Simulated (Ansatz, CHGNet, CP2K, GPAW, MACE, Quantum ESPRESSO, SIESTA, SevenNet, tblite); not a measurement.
# Quantum ESPRESSO on C(111) slab, H on the bottom face (99 atoms): settings compared

How far do other settings of Quantum ESPRESSO move the forces in C(111) slab, H on the bottom face (99 atoms)? One run of the same program serves as the yardstick.

Main program and level: Quantum ESPRESSO 7.5; the method is named at each step.

### Step 1. The starting structure

The cell holds 99 atoms: 90 C and 9 H. Its edges and angles: a = 7.567 Å, b = 7.567 Å, c = 21.842 Å, α = 90.0°, β = 90.0°, γ = 120.0°. It derives from C (diamond-structure). Diamond-structure C (a = 3.567 Å), (111) slab of 10 atomic planes, 3 x 3 surface cells, H on the broken bonds of the bottom face, 12 Å of vacuum; displaced by a Gaussian of 0.02 Å. Then every atom was moved at random, 0.03 Å r.m.s. a Cartesian component (hydrogen 0.6 of that). Regions: slab, 90 atoms (90 C); hydrogen, 9 atoms (9 H). Vacuum lies along c.

The yardstick, on the same geometry:

```
method                 : Kohn-Sham DFT, PBE, SSSP efficiency 1.3.0 pseudopotentials, plane waves (Quantum ESPRESSO 7.5); sssp-pbe-1.3.0-efficiency, cutoffs 45/360 Ry, Γ point
r.m.s. force component : 1.864 eV/Å
longest force          : 6.662 eV/Å
time                   : 3.4 min on 4 MPI ranks of Intel Xeon 6975P-C (Granite Rapids), shared host
CPU time               : 14 min
```

### Step 2. PBE, sssp-1.3.0-efficiency, 30/240 Ry

Method: Kohn-Sham DFT, PBE, SSSP efficiency 1.3.0 pseudopotentials, plane waves.

The input, pw.in:

```
&control
  calculation = 'scf'
  pseudo_dir = './pseudo'
  outdir = './tmp'
  disk_io = 'none'
  tprnfor = .true.
/
&system
  ibrav = 0
  nat = 99
  ntyp = 2
  ecutwfc = 30
  ecutrho = 240
  nosym = .true.
  occupations = 'smearing'
  smearing = 'fd'
  degauss = 0.003675
/
&electrons
  conv_thr = 5.0e-07
  electron_maxstep = 100
  mixing_beta = 0.2
  mixing_mode = 'local-TF'
  diagonalization = 'david'
/
ATOMIC_SPECIES
C 12.011 C.upf
H 1.008 H.upf
CELL_PARAMETERS angstrom
7.56675 0.00000 0.00000
-3.78337 6.55300 0.00000
0.00000 0.00000 21.84249
ATOMIC_POSITIONS crystal
C 0.44636 0.89411 0.34786
C 0.33013 0.99984 0.32526
C 0.22707 0.77544 0.44035
C 0.44745 0.88750 0.42004
C 0.33636 0.00123 0.53707
C 0.23237 0.78501 0.51323
C 0.45634 0.89776 0.62978
C 0.33281 0.00496 0.60934
C 0.22779 0.77845 0.72427
C 0.44933 0.89462 0.70346
C 0.44464 0.55423 0.34876
C 0.33867 0.66938 0.32470
C 0.22001 0.44161 0.44576
C 0.44718 0.55315 0.41919
C 0.33619 0.67145 0.53821
C 0.22291 0.43784 0.51390
C 0.44463 0.55449 0.63259
C 0.32612 0.66530 0.60389
C 0.22412 0.44937 0.72313
C 0.43960 0.55281 0.69937
C 0.78039 0.88816 0.34731
C 0.66348 0.00142 0.32740
C 0.55356 0.77782 0.44353
C 0.77210 0.88303 0.41939
C 0.66589 0.00936 0.53981
C 0.54470 0.77735 0.51205
C 0.77352 0.89066 0.63134
C 0.67437 0.99733 0.60632
C 0.55949 0.78005 0.72349
C 0.77545 0.86972 0.70032
C 0.44563 0.21985 0.34777
C 0.33358 0.33958 0.32365
C 0.22086 0.11683 0.43764
C 0.43873 0.21910 0.41806
C 0.33673 0.33788 0.53510
C 0.23041 0.11308 0.51556
C 0.44657 0.22476 0.62875
C 0.33085 0.32916 0.61092
C 0.22357 0.11716 0.72571
C 0.44028 0.21216 0.70166
C 0.78342 0.55937 0.34943
C 0.66403 0.66589 0.32520
C 0.55072 0.44068 0.44206
C 0.77332 0.55323 0.41909
C 0.66162 0.66132 0.53533
C 0.55678 0.45034 0.51322
C 0.77853 0.56398 0.62969
C 0.68319 0.67264 0.60939
C 0.55745 0.44392 0.72489
C 0.77318 0.55025 0.69845
C 0.11189 0.88858 0.34600
C 0.00505 0.00088 0.32594
C 0.88352 0.77600 0.44250
C 0.11219 0.89400 0.41992
C 0.99893 0.99620 0.53720
C 0.88303 0.77797 0.51373
[... 39 atom lines left out ...]
H 0.00269 0.00272 0.27500
H 0.66980 0.33462 0.27428
H 0.99595 0.66303 0.27675
H 0.00341 0.33123 0.27640
K_POINTS gamma
```

Launch:

```console
> OMP_NUM_THREADS=1 mpirun -np 2 pw.x -in pw.in > output.txt
```

What it wrote:

```text
Program PWSCF
     gamma-point specific algorithms are used
     Message from routine set_sym_bl:
     NOTICE: Symmetry group for Bravais lattice is not a group (16) - symmetries are disabled
     Parallelization info
     sticks:   dense  smooth     PW     G-vecs:    dense   smooth      PW
     Min        1701     836    209               229398    81036   10115
     Max        1702     839    212               229403    81053   10140
     Sum        3403    1675    421               458801   162089   20255
     bravais-lattice index     =            0
     lattice parameter (alat)  =      14.2991  a.u.
     unit-cell volume          =    7308.8374 (a.u.)^3
     number of atoms/cell      =           99
     number of atomic types    =            2
     number of electrons       =       369.00
     number of Kohn-Sham states=          222
     kinetic-energy cutoff     =      30.0000  Ry
     charge density cutoff     =     240.0000  Ry
     scf convergence threshold =      5.0E-07
     mixing beta               =       0.2000
     number of iterations used =            8  local-TF  mixing
     Exchange-correlation= PBE
                           (   1   4   3   4   0   0   0)
     crystal axes: (cart. coord. in units of alat)
               a(1) = (   1.000000   0.000000   0.000000 )
               a(2) = (  -0.499999   0.866026   0.000000 )
               a(3) = (   0.000000   0.000000   2.886641 )
     reciprocal axes: (cart. coord. in units 2 pi/alat)
               b(1) = (  1.000000  0.577349 -0.000000 )
               b(2) = (  0.000000  1.154700  0.000000 )
               b(3) = (  0.000000 -0.000000  0.346423 )
     PseudoPot. # 1 for C :
     Pseudo is Projector augmented-wave + core cor, Zval =  4.0
     PseudoPot. # 2 for H :
     Pseudo is Ultrasoft, Zval =  1.0
     atomic species   valence    mass     pseudopotential
     C                 4.00    12.01100     C ( 1.00)
     H                 1.00     1.00800     H ( 1.00)
     No symmetry found
   Cartesian axes
     number of k points=     1  Fermi-Dirac smearing, width (Ry)=  0.0037
                       cart. coord. in units 2pi/alat
        k(    1) = (   0.0000000   0.0000000   0.0000000), wk =   2.0000000
     Dense  grid:   229401 G-vectors     FFT dimensions: (  72,  72, 216)
     Smooth grid:    81045 G-vectors     FFT dimensions: (  50,  50, 144)
     Check: negative core charge=   -0.000026
     Initial potential from superposition of free atoms
     starting charge     368.9962, renormalised to     369.0000
     negative rho (up, down):  2.922E-03 0.000E+00
     Starting wfcs are  369 randomized atomic wfcs
     Self-consistent Calculation
     iteration #  1     ecut=    30.00 Ry     beta= 0.20
     negative rho (up, down):  4.139E-04 0.000E+00
     total energy              =   -1667.69647633 Ry
     estimated scf accuracy    <       7.53684516 Ry
     iteration #  2     ecut=    30.00 Ry     beta= 0.20
     negative rho (up, down):  1.311E-04 0.000E+00
     total energy              =   -1667.32330429 Ry
     estimated scf accuracy    <       5.80502170 Ry
     iteration #  3     ecut=    30.00 Ry     beta= 0.20
     negative rho (up, down):  2.449E-03 0.000E+00
     total energy              =   -1665.70124672 Ry
     estimated scf accuracy    <       4.38671509 Ry
     iteration #  4     ecut=    30.00 Ry     beta= 0.20
     negative rho (up, down):  1.831E-03 0.000E+00
     total energy              =   -1665.95712158 Ry
     estimated scf accuracy    <       0.95619566 Ry
     iteration #  5     ecut=    30.00 Ry     beta= 0.20
     negative rho (up, down):  8.842E-04 0.000E+00
     total energy              =   -1665.98322052 Ry
     estimated scf accuracy    <       0.40977775 Ry
     iteration #  6     ecut=    30.00 Ry     beta= 0.20
[...]
total energy              =   -1665.97870809 Ry
     estimated scf accuracy    <       0.27297178 Ry
[...]
total energy              =   -1665.91567585 Ry
[...]
iteration # 46     ecut=    30.00 Ry     beta= 0.20
[...]
total energy              =   -1665.91567589 Ry
     estimated scf accuracy    <       0.00000083 Ry
     iteration # 47     ecut=    30.00 Ry     beta= 0.20
     negative rho (up, down):  5.272E-03 0.000E+00
     total energy              =   -1665.91567588 Ry
     estimated scf accuracy    <       0.00000050 Ry
     iteration # 48     ecut=    30.00 Ry     beta= 0.20
     negative rho (up, down):  5.617E-03 0.000E+00
     End of self-consistent calculation
          k = 0.0000 0.0000 0.0000 ( 10128 PWs)   bands (ev):
   -17.5756 -16.7968 -15.5745 -15.1601 -14.9904 -14.9141 -14.8456 -14.7661
   -14.7278 -14.3298 -14.2535 -14.1238 -14.1051 -14.0163 -13.9980 -13.9725
   -13.1681 -13.0656 -12.9277 -12.8491 -12.8152 -12.7317 -12.4282 -11.7324
   -11.6192 -11.5412 -11.4525 -11.3776 -11.3389 -10.5414 -10.4353 -10.3625
   -10.3213 -10.2788 -10.2660 -10.2045 -10.1767  -9.9851  -9.9591  -9.8640
    -9.8175  -9.7237  -9.6217  -9.0157  -8.8995  -8.6869  -8.0765  -7.8773
[...]
8.0900   8.1689   8.2402   8.2625   8.3858   8.8057   8.8392   8.8861
     9.0066   9.0487   9.0920   9.2331   9.3308   9.3524   9.3890   9.4636
     9.5513   9.5947   9.7272   9.7822   9.9499  10.0004  10.1465  10.2399
    10.3056  10.3235  10.3747  10.4220  10.5317  10.5931
     the Fermi energy is     4.6912 ev
!    total energy              =   -1665.91567552 Ry
     estimated scf accuracy    <       0.00000032 Ry
     smearing contrib. (-TS)   =      -0.03313769 Ry
     internal energy E=F+TS    =   -1665.88253783 Ry
     The total energy is F=E-TS. E is the sum of the following terms:
     one-electron contribution =  -17557.02775970 Ry
     hartree contribution      =    8936.76104417 Ry
     xc contribution           =    -426.88071092 Ry
     ewald contribution        =    7935.94294935 Ry
     one-center paw contrib.   =    -554.67806074 Ry
     convergence has been achieved in  48 iterations
     negative rho (up, down):  5.617E-03 0.000E+00
     Forces acting on atoms (cartesian axes, Ry/au):
     atom    1 type  1   force =     0.00396979   -0.06085663   -0.00453348
     atom    2 type  1   force =     0.04922353    0.01530526    0.04930207
     atom    3 type  1   force =    -0.05555074    0.06899756    0.06955382
     atom    4 type  1   force =    -0.03678719    0.02618756   -0.06320512
     atom    5 type  1   force =     0.02786981   -0.00217495   -0.00271760
     atom    6 type  1   force =    -0.09698544   -0.07541013   -0.00871349
[...]
atom   97 type  2   force =     0.00107114    0.00882658   -0.01663806
     atom   98 type  2   force =    -0.00714229    0.00086801   -0.05825220
     atom   99 type  2   force =    -0.00165527   -0.00564593   -0.09162807
     Total force =     1.230131     Total SCF correction =     0.000899
     Message from routine punch:
     Nothing written, as per user request (disk_io='none')
```

Run time: 3.5 min. Hardware: 2 MPI ranks of Intel Xeon 6975P-C (Granite Rapids), shared host; peak memory 1.5 GiB.

Banners, paths, timers and routine set-up lines are dropped from the logs unmarked, and long logs keep their key lines alone; longer cuts are marked.

Numbers from this run, and their distance from the reference:

* r.m.s. force component: 1.835 eV/Å
* r.m.s. difference of force components: 54.71 meV/Å
* longest difference of force vectors: 196.7 meV/Å
* force difference over r.m.s. force: 2.934 %
* slope of forces against the reference's: 0.984
* correlation of force components: 0.9997
* energy less the same-level run's: 110 meV/atom
* r.m.s. force difference from the same-level run: 54.71 meV/Å

This is a coarse setting, run to see what it loses.

Length of the force difference by element (eV/Å):

```csv
element,atoms,mean,most
C,90,0.084,0.20
H,9,0.11,0.16
```

The surroundings of C30, which bears the longest force among the free atoms, nearest first, numbered as they follow in the input and with coordinates relative to it.

```csv
atom,x,y,z,distance (Å),bonds,Fx,Fy,Fz (eV/Å)
C30,0.00,0.00,0.00,0.00,4,-2.98,4.08,4.10
C59,1.15,-0.62,0.57,1.43,3,2.20,-1.36,-3.75
C29,-1.29,-0.59,0.51,1.51,3,-0.07,-1.75,-3.34
C27,-0.09,0.14,-1.51,1.52,4,3.54,-0.58,-1.70
C89,-0.02,1.55,0.54,1.64,3,-0.59,0.40,-3.23
C48,0.05,-1.29,-1.99,2.37,4,-5.83,-0.73,-2.55
C50,1.19,-2.09,-0.04,2.41,4,1.12,0.60,5.29
C60,2.43,0.15,0.04,2.44,4,0.91,-1.02,5.37
C20,-1.34,-2.08,-0.02,2.47,4,0.63,0.64,5.85
```

Forces lie 2.9 % from the reference's, at 0.51 times its CPU time (on 2 against 4 cores).

Within one program, basis, potentials and functional, energies share a zero. Each run against its twin at the usual cutoff or grid and solver:

```csv
run,twin,Δ energy (meV/atom),"Δ force, r.m.s. (meV/Å)",CPU time over the twin's
"QE PBE, sssp-1.3.0-efficiency, 30/240 Ry","sssp-1.3.0-efficiency, 45/360 Ry",110,54.7,0.51 (this twin ran on 4 cores)
```

### Step 3. Summary of results

```
force difference from the reference : QE PBE, sssp-1.3.0-efficiency, 30/240 Ry (coarse), 2.9 %
its CPU time                        : 6.9 min
```

**Reading.** Runs with settings chosen to be coarse differ by 2.9 % (QE PBE, sssp-1.3.0-efficiency, 30/240 Ry). The electron count is odd in QE PBE, sssp-1.3.0-efficiency, 45/360 Ry and QE PBE, sssp-1.3.0-efficiency, 30/240 Ry, and they have no spin polarisation, so the unpaired electron is spread evenly over both spins. The runs have no spin polarisation, so any moments at edges, vacancies or dangling bonds can't form. The electronic-structure runs sample only Γ, in a cell whose shortest periodic width is 7 Å, which is coarse for a cell with partly filled levels.

[Also dropped from logs without a mark: logging warnings of Python, and SIESTA's first energy breakdown and zero terms.]

[Logs are printed without paths, hosts, clocks, repeated set-up lines and the standing remarks that a program may print on its own settings, such as how far it seeks lower states.]

[Hosts, paths, dates, database ids (printed as entryN), source tags and the programs' standing remarks are cut or masked in the printed files.]
